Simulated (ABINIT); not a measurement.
# Calculated records

### Quasiparticle gap of SnO2 (Cassiterite) in ABINIT

Symmetry: P4_2/mnm, No. 136, tetragonal system. Conventional cell: a = 4.738 Å, b = 4.738 Å, c = 3.187 Å, α = 90.00°, β = 90.00°, γ = 90.00°. Sn has 6 O at 2.05 to 2.06 Å nearest. Nearest to O lie 3 Sn at 2.05 to 2.06 Å. Farther neighbours, and contacts between anions beyond the nearest, are not listed.

```xyz
6
Lattice="4.7380 0.0000 0.0000 0.0000 4.7380 0.0000 0.0000 0.0000 3.1865" Properties=species:S:1:pos:R:3 pbc="T T T"
Sn    0.0000    0.0000    0.0000
Sn    2.3690    2.3690    1.5933
O     1.4550    1.4550    0.0000
O     0.9140    3.8240    1.5933
O     3.2830    3.2830    0.0000
O     3.8240    0.9140    1.5933
```

| Quantity | Value |
| --- | --- |
| method | RPA screening on PBE, plane waves, norm-conserving pseudopotentials (and 2 further levels or steps) |
| program | ABINIT 10.8.3 |
| settings | cutoff 42 Ha, PseudoDojo scalar-relativistic 0.4 stringent, norm-conserving, potential set dojo-sr-pbe-0.4-stringent, ngkpt (2, 2, 4), nband 398, ecuteps 10.1 Ha, inclvkb 2, shiftk (0, 0, 0), symchi 1, awtr 1, frequency ppm, 2×2×4 k-mesh |
| cost | 5 runs, 24 min in all on 8 MPI ranks of Arm Neoverse V1, shared host |
| notes | The program’s warnings: nkpt*nsppol () is not a multiple of nproc spkpt (). The cell and positions come from the Crystallography Open Database and are kept as given unless a step says otherwise. Limits: no spin-orbit coupling. The 2×2×4 mesh is coarse for this cell, which bears on the long-range parts of exchange and screening. |
| PBE gap | 1.28 eV, direct |
| G0W0 gap on the mesh | 2.76 eV |
| GW settings | 2×2×4 mesh, 398 bands, screening to 274.8 eV, Godby-Needs plasmon pole |
| known limits | short of the basis limit; no spin-orbit coupling; coarse k mesh |

G0W0 moves the gap on the mesh from 1.28 eV to 2.76 eV (+1.47 eV), with Z of 0.79 and 0.84 at the edges. Local fields lower the RPA ε∞ on this mesh from 5.39 to 5.10; a Γ-centred mesh this coarse tends to raise both, most where the direct gap is narrow, while a short band sum lowers them.

[Long decimals in the printed logs are rounded to 6 places.]

[Logs are printed without paths, hosts, clocks, repeated set-up lines and the standing remarks that a program may print on its own settings, such as how far it seeks lower states.]

[Paths, hosts, dates, memory and timing lines, banners, echoed tables and standing remarks are left out of the program output; an Ansatz launch command may be rebuilt from the run's recorded settings. Measured values are a selection of at most five: reports struck by readers or far from the other reports are left out. None is set beside runs whose start may be inverted or whose files or cutoffs have a known fault.]

[Runs of the session that timed out or met a known fault of the program may be left out.]

[Hosts, paths, dates, database ids (printed as entryN), source tags and the programs' standing remarks are cut or masked in the printed files.]

[G0W0 gaps are taken among the corrected bands and points alone; a level outside them can change the order at an edge.]

[Where Ansatz stands beside ABINIT at settings called matched, ABINIT's density can come from a denser mesh and the files from another edition; pairs whose starting gaps differed by over 0.03 eV were left out, so agreement reads better than it is.]
